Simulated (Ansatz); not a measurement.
**Cl on Ag(111): change of the work function**

How does Cl on the fcc site change the work function of Ag(111) as the layer fills?

Calculated with Ansatz 0.2.0; plane-wave DFT, PBE, Ansatz PAW.

Most raw output is cut from this account.

## (1) The starting structure

The cell holds 4 atoms: 4 Ag. Cell: a = 2.892 Å, b = 2.892 Å, c = 25.084 Å, α = 90.0°, β = 90.0°, γ = 60.0°. Vacuum lies along c.

## (2) The clean slab

The bare slab comes first, as the zero from which every change is counted. The two lowest layers are held at bulk places and the upper ones relax. The dipole correction removes the false field that a one-sided slab makes across the periodic vacuum, so each face gets a flat vacuum level of its own.

File input.yaml:

```yaml
crystal:
  lattice:
    - [2.8920667351, 0.0, 0.0]
    - [1.4460333675, 2.504603262, 0.0]
    - [0.0, 0.0, 25.084087803]
  atoms:
    - { symbol: Ag, position: [0.0, 0.0, 0.3587931947] }
    - { symbol: Ag, position: [0.3333333333, 0.3333333333, 0.4529310649] }
    - { symbol: Ag, position: [0.6666666667, 0.6666666667, 0.5470689351] }
    - { symbol: Ag, position: [0.0, 0.0, 0.6412068053] }
kpoints:
  mp_grid: { grid: [12, 12, 1] }
hamiltonian:
  xc: pbe
scf:
  occupations: { method: fermi_dirac, width: 0.1 }
  convergence: { dr2_threshold: 1.0e-08 }
efield:
  axis: 3
  dipole_correction: true
  ramp_position: 0.97
  ramp_width: 0.06
relax:
  f_tol: 0.02
  max_steps: 60
  constraints: [{ sites: [0, 1] }]
output:
  write_potential: true
  write_density: true
  volumetric_format: npy
```

Run with:

```console
$ ansatz run input.yaml --threads 4 --pin off --max-ram 6144MiB --backend cpu --events-out ev --progress --plain --runs-dir out
```

Run time: 18 s. Hardware: 4 threads of Arm Neoverse N1, shared host; peak memory 0.51 GiB.

The steps of the relaxation:

```
step  energy less that of the first step (eV)  largest force component (eV/Å)
   1                                   0.0000                          0.1394
   2                                  -0.0033                          0.0588
   3                                  -0.0046                          0.0035
```

Forces are held to the 6 operations that the run works with; a distortion that breaks them can't arise in this run.

The atoms that moved most (Å):

```
atom     dx     dy     dz  length
 Ag4  0.000  0.000  0.077   0.077
 Ag3  0.000  0.000  0.027   0.027
```

The relaxed structure:

```xyz
4
Lattice="2.8921 0.0000 0.0000 1.4460 2.5046 0.0000 0.0000 0.0000 25.0841" Properties=species:S:1:pos:R:3
Ag    0.0000    0.0000    9.0000
Ag    1.4460    0.8349   11.3614
Ag    2.8921    1.6697   13.7500
Ag    0.0000    0.0000   16.1612
```

This step gave:

* energy at zero smearing: -30361.5275 eV
* work function, upper face: 4.469 eV
* dipole along the normal: -8.00e-4 e·Å

Running mean over 2.361 Å of the planar mean; the ramp of the sawtooth is left out. Electron's electrostatic potential energy less the Fermi level against z:

```
z (Å)  electron's electrostatic potential energy less the Fermi level (eV)
  3.5                                                                 4.45
  4.0                                                                 4.45
  4.5                                                                 4.45
  5.0                                                                 4.44
  5.5                                                                 4.43
  6.0                                                                 4.38
  6.5                                                                 4.19
  7.0                                                                 3.48
  7.5                                                                 1.20
  8.0                                                                -2.25
  8.5                                                                -4.95
  9.0                                                                -5.85
  9.5                                                                -6.00
 10.0                                                                -6.03
 10.5                                                                -6.04
 11.0                                                                -6.05
 11.5                                                                -6.03
 12.0                                                                -5.92
 12.5                                                                -5.85
 13.0                                                                -5.89
 13.5                                                                -5.99
 14.0                                                                -5.97
 14.5                                                                -5.78
 15.0                                                                -5.68
 15.5                                                                -5.78
 16.0                                                                -5.86
 16.5                                                                -5.38
 17.0                                                                -3.28
 17.5                                                                0.148
 18.0                                                                 2.97
 18.5                                                                 4.08
 19.0                                                                 4.36
 19.5                                                                 4.44
 20.0                                                                 4.46
 20.5                                                                 4.47
 21.0                                                                 4.47
 21.5                                                                 4.47
 22.0                                                                 4.47
```

The relaxation took 3 steps and lowered the energy by 0.0046 eV; the largest force on the free atoms ends at 0.0035 eV/Å.

The work function of the upper face is 4.47 eV.

## (3) Adsorbate added, k-mesh 6×6×1, coverage 0.25 ML

System of this step: Cl/Ag(111). The cell holds 17 atoms: 16 Ag and 1 Cl. Cell: a = 5.784 Å, b = 5.784 Å, c = 27.081 Å, α = 90.0°, β = 90.0°, γ = 60.0°. Vacuum lies along c.

The clean slab as it ended is repeated in the plane and the adsorbate is set on one face; the cell's size fixes the coverage, and the k-mesh shrinks with it to keep the sampling density about even. Adsorbate and upper layers relax, since the dipole depends on the height.

File input.yaml:

```yaml
crystal:
  lattice:
    - [5.7841334702, 1.0e-10, 0.0]
    - [2.892066735, 5.0092065241, 0.0]
    - [0.0, 0.0, 27.0807276842]
  atoms:
    - { symbol: Ag, position: [0.0, 0.0, 0.3323396662] }
    - { symbol: Ag, position: [0.1666666667, 0.1666666667, 0.4195368283] }
    - { symbol: Ag, position: [0.3333333333, 0.3333333333, 0.5077427456] }
    - { symbol: Ag, position: [0.0, 0.0, 0.5967801695] }
    - { symbol: Ag, position: [0.0, 0.5, 0.3323396662] }
    - { symbol: Ag, position: [0.1666666667, 0.6666666667, 0.4195368283] }
    - { symbol: Ag, position: [0.3333333333, 0.8333333333, 0.5077427456] }
    - { symbol: Ag, position: [0.0, 0.5, 0.5967801695] }
    - { symbol: Ag, position: [0.5, 0.0, 0.3323396662] }
    - { symbol: Ag, position: [0.6666666667, 0.1666666667, 0.4195368283] }
    - { symbol: Ag, position: [0.8333333333, 0.3333333333, 0.5077427456] }
    - { symbol: Ag, position: [0.5, 0.0, 0.5967801695] }
    - { symbol: Ag, position: [0.5, 0.5, 0.3323396662] }
    - { symbol: Ag, position: [0.6666666667, 0.6666666667, 0.4195368283] }
    - { symbol: Ag, position: [0.8333333333, 0.8333333333, 0.5077427456] }
    - { symbol: Ag, position: [0.5, 0.5, 0.5967801695] }
    - { symbol: Cl, position: [0.1666666667, 0.1666666667, 0.6676603338] }
kpoints:
  mp_grid: { grid: [6, 6, 1] }
hamiltonian:
  xc: pbe
scf:
  occupations: { method: fermi_dirac, width: 0.1 }
  convergence: { dr2_threshold: 1.0e-08 }
efield:
  axis: 3
  dipole_correction: true
  ramp_position: 0.97
  ramp_width: 0.06
relax:
  f_tol: 0.02
  max_steps: 60
  constraints: [{ sites: [0, 1, 4, 5, 8, 9, 12, 13] }]
output:
  dos: { projected: true, e_range: [-8, 4] }
  write_potential: true
  write_density: true
  volumetric_format: npy
  elf: true
```

Wall time 3.3 min (4 threads); peak memory 3.4 GiB.

This run has no spin polarisation although its electron count is odd.

The steps of the relaxation:

```
step  energy less that of the first step (eV)  largest force component (eV/Å)
   1                                   0.0000                          0.9298
   2                                  -0.0784                          0.2374
   3                                  -0.0950                          0.0457
   4                                  -0.0955                          0.0088
```

Forces are held to the 6 operations that the run works with; a distortion that breaks them can't arise in this run.

The atoms that moved most (Å):

```
atom      dx      dy      dz  length
Cl17   0.000   0.000   0.136   0.136
Ag16   0.000   0.000  -0.097   0.097
Ag15   0.000   0.000   0.075   0.075
 Ag4  -0.020  -0.012   0.024   0.033
Ag12   0.020  -0.012   0.024   0.033
 Ag8   0.000   0.023   0.024   0.033
 Ag3  -0.008  -0.005  -0.007   0.012
 Ag7   0.000   0.010  -0.007   0.012
```

The relaxed structure:

```cif
data_structure
_symmetry_space_group_name_H-M 'P 1'
_symmetry_Int_Tables_number 1
_cell_length_a 5.7841
_cell_length_b 5.7841
_cell_length_c 27.0807
_cell_angle_alpha 90.000
_cell_angle_beta 90.000
_cell_angle_gamma 60.000
_cell_volume 784.63
loop_
_atom_site_label
_atom_site_type_symbol
_atom_site_fract_x
_atom_site_fract_y
_atom_site_fract_z
_atom_site_occupancy
Ag1 Ag 0.00000 0.00000 0.33234 1
Ag2 Ag 0.16667 0.16667 0.41954 1
Ag3 Ag 0.33237 0.33237 0.50748 1
Ag4 Ag 0.99768 0.99768 0.59765 1
Ag5 Ag 0.00000 0.50000 0.33234 1
Ag6 Ag 0.16667 0.66667 0.41954 1
Ag7 Ag 0.33237 0.83527 0.50748 1
Ag8 Ag 0.99768 0.50464 0.59765 1
Ag9 Ag 0.50000 0.00000 0.33234 1
Ag10 Ag 0.66667 0.16667 0.41954 1
Ag11 Ag 0.83527 0.33237 0.50748 1
Ag12 Ag 0.50464 0.99768 0.59765 1
Ag13 Ag 0.50000 0.50000 0.33234 1
Ag14 Ag 0.66667 0.66667 0.41954 1
Ag15 Ag 0.83333 0.83333 0.51052 1
Ag16 Ag 0.50000 0.50000 0.59320 1
Cl17 Cl 0.16667 0.16667 0.67269 1
```

Numbers from this step:

* energy at zero smearing: -122526.9990 eV
* work function, upper face: 5.623 eV
* work function, lower face: 4.492 eV
* dipole along the normal: -0.1811 e·Å
* step between the vacuum levels: 1.131 eV

Running mean over 2.361 Å of the planar mean; the ramp of the sawtooth is left out. The electron's electrostatic potential energy less the Fermi level by z:

z (Å), electron's electrostatic potential energy less the Fermi level (eV) and a bar from the least value:
```
      3.5       4.49 ###########################
      4.0       4.49 ###########################
      4.5       4.49 ###########################
      5.0       4.49 ###########################
      5.5       4.47 ###########################
      6.0       4.42 ###########################
      6.5       4.24 ##########################
      7.0       3.53 #########################
      7.5       1.26 ###################
      8.0      -2.19 ##########
      8.5      -4.87 ###
      9.0      -5.78 #
      9.5      -5.93 
     10.0      -5.97 
     10.5      -6.00 
     11.0      -6.01 
     11.5      -5.97 
     12.0      -5.82 
     12.5      -5.71 #
     13.0      -5.76 #
     13.5      -5.91 
     14.0      -5.93 
     14.5      -5.81 #
     15.0      -5.74 #
     15.5      -5.81 #
     16.0      -5.89 
     16.5      -5.58 #
     17.0      -4.03 #####
     17.5      -1.19 ############
     18.0       1.53 ###################
     18.5       2.86 #######################
     19.0       3.65 #########################
     19.5       4.61 ###########################
     20.0       5.35 #############################
     20.5       5.57 ##############################
     21.0       5.61 ##############################
     21.5       5.62 ##############################
     22.0       5.62 ##############################
     22.5       5.62 ##############################
     23.0       5.62 ##############################
     23.5       5.62 ##############################
```

The density of states has structure finer than the step of the table below, so its rows give means over 0.25 eV, whole bins alone (the curve runs from -8 to 1.98 eV). Peaks (eV: height): -5.260: 80.8, -4.990: 100, -4.750: 74.9, -4.570: 103, -4.300: 71.5, -3.040: 84.9, -2.890: 75.1.

Density of states against energy, zero at the Fermi level; means over each step:

energy (eV), density of states (states/eV a cell) and a bar:
```
    -7.50          0 
    -7.25          1 
    -7.00          1 #
    -6.75          1 #
    -6.50          2 #
    -6.25          5 ##
    -6.00         26 ############
    -5.75         50 #######################
    -5.50         44 #####################
    -5.25         47 ######################
    -5.00         40 ##################
    -4.75         46 ######################
    -4.50         65 ##############################
    -4.25         53 #########################
    -4.00         51 #######################
    -3.75         47 ######################
    -3.50         59 ###########################
    -3.25         54 #########################
    -3.00         59 ###########################
    -2.75         21 ##########
    -2.50          9 ####
    -2.25          8 ####
    -2.00          7 ###
    -1.75          4 ##
    -1.50          4 ##
    -1.25          3 ##
    -1.00          3 #
    -0.75          5 ##
    -0.50          5 ##
    -0.25          6 ###
     0.00          5 ##
     0.25          1 #
     0.50          6 ###
     0.75          6 ###
     1.00          5 ##
     1.25          4 ##
     1.50          5 ##
     1.75          6 ###
```

Projected DOS per atom over height of the atomic layer and energy from the Fermi level. Layers: Ag4 Ag4 Ag4 Ag4 Cl from below.

Ten even steps from '_' (0.00 states/eV) to '@' (3.93 states/eV), each cell a mean:
```
__________
__________
__________
__________
__________
__________
__________
__________
________::
______::%%
========::
@@%%%%%%::
@@**##%%::
@@****%%::
%%@@@@@@--
++++++**..
**%%##**..
::****::__
__________
__________
__________
__________
```
Columns: height of the atomic layer (Å) from 9 to 18.2 (not evenly spaced); rows upwards: energy from the Fermi level (eV) from -7.96 to 1.95.

ELF in the ca plane at fractional y = 0.167, with atoms of Ag and Cl within 0.2 Å of it. It is the smooth field of the valence electrons, not physical close to the nuclei.

Ten even steps from '0' (0.00) to '9' (0.88), each cell a mean:
```
32111111112343211233321367764200000000000000
32111121112343211233321123331100000000000000
22112343211222211122221000000000000000000000
22124675322221111112211000000000000000000000
22225897422221111122211000000000000000000000
22125786422211111112211000000000000000000000
22113554211222111122221000000000000000000000
32112222211233211223321011111000000000000000
32211111112344211234321145543100000000000000
32112222211233211123212589875310000000000000
22123554211222211112114899997420000000000000
22125786422222111111127976998520000000000000
22225897422222111111127854898621000000000000
22124675322221111111126998998520000000000000
22112343211222211122213799986410000000000000
```
Columns run along c (16.0 Å, from fractional 0.34 to 0.93 of the cell), rows up along a (5.8 Å). Atoms in or near the plane, at fractional coordinates: Ag at (0.42, 0.17), Ag at (0.42, 0.67), Cl at (0.67, 0.17).

Valence density in the ca plane at fractional y = 0.167, with atoms of Ag and Cl within 0.2 Å of it. It is the smooth field of the valence electrons, not physical close to the nuclei.

Ten steps, logarithmic in the rise over the least value, from '0' (0 e/Å³) to '9' (18 e/Å³), each cell a mean:
```
42111121111344311234421111100000000000000000
42111121111344311234421000000000000000000000
22112443211233211123210000000000000000000000
11125787421111111111110000000000000000000000
11136998521111100111100000000000000000000000
11126898521111110111110000000000000000000000
21124665311122111122210000000000000000000000
32111232111233211234321000000000000000000000
43111111111344311234421111000000000000000000
32111232111243211133321222210000000000000000
21124665311222111112212344421000000000000000
11126898521111100011112444431000000000000000
11136998521111100011113442441000000000000000
11125787421111110111112444431000000000000000
32112443211233211123221233310000000000000000
```
Columns run along c (16.0 Å, from fractional 0.34 to 0.93 of the cell), rows up along a (5.8 Å). Atoms in or near the plane, at fractional coordinates: Ag at (0.42, 0.17), Ag at (0.42, 0.67), Cl at (0.67, 0.17).

Electrostatic potential energy in the ca plane at fractional y = 0.167, with atoms of Ag and Cl within 0.2 Å of it. With pseudopotentials it is smooth inside the atoms' cores, unlike the true potential.

Values in eV, 8 rows by 16 columns, each cell a mean:
```
 -5   4   2   4 -11  -1  -3  -9   5   7   8   8   8   8   8   8
  1  -4 -17   2  -1   3   2   0   6   8   8   8   8   8   8   8
  5 -16 -32  -3   5   6   5   5   7   8   8   8   8   8   8   8
  2  -5 -19   2   0   3   2   0   6   8   8   8   8   8   8   8
 -5   4   2   4 -11  -1  -3  -8   5   7   8   8   8   8   8   8
  1  -4 -17   2  -2   3   2   0  -4 -11   7   8   8   8   8   8
  5 -16 -32  -3   4   6   5   4 -18 -30   5   8   8   8   8   8
  2  -5 -19   2  -1   3   3   0  -5 -14   7   8   8   8   8   8
```
Columns run along c (16.0 Å, from fractional 0.34 to 0.93 of the cell; values clipped at the 3rd and 97th percentile), rows up along a (5.8 Å). Atoms in or near the plane, at fractional coordinates: Ag at (0.42, 0.17), Ag at (0.42, 0.67), Cl at (0.67, 0.17).

The relaxation took 4 steps and lowered the energy by 0.096 eV; the largest force on the free atoms ends at 0.0088 eV/Å.

By hand: a sheet of dipoles makes a step −p/(ε₀A) in the electron's potential. With e/ε₀ = 180.95 V·Å, p = -0.1811 e·Å and A = 28.97 Å², that is −180.95 × (-0.1811) / 28.97 = +1.131 eV, and the two vacuum levels of the run differ by +1.131 eV.

The covered face has 5.62 eV, +1.15 eV against the clean one; the bare back face has moved by +0.04 eV, a measure of how thin the slab is.

(Part 1 of 2 ends here.)

[Logs are printed without paths, hosts, clocks, repeated set-up lines and the standing remarks that a program may print on its own settings, such as how far it seeks lower states.]

[Hosts, paths, dates, database ids (printed as entryN), source tags and the programs' standing remarks are cut or masked in the printed files.]

[Maps of the electrostatic potential energy from Ansatz leave out the sawtooth potential of an applied field or a dipole correction, so their vacuum need not be flat; planar profiles and work functions include it.]
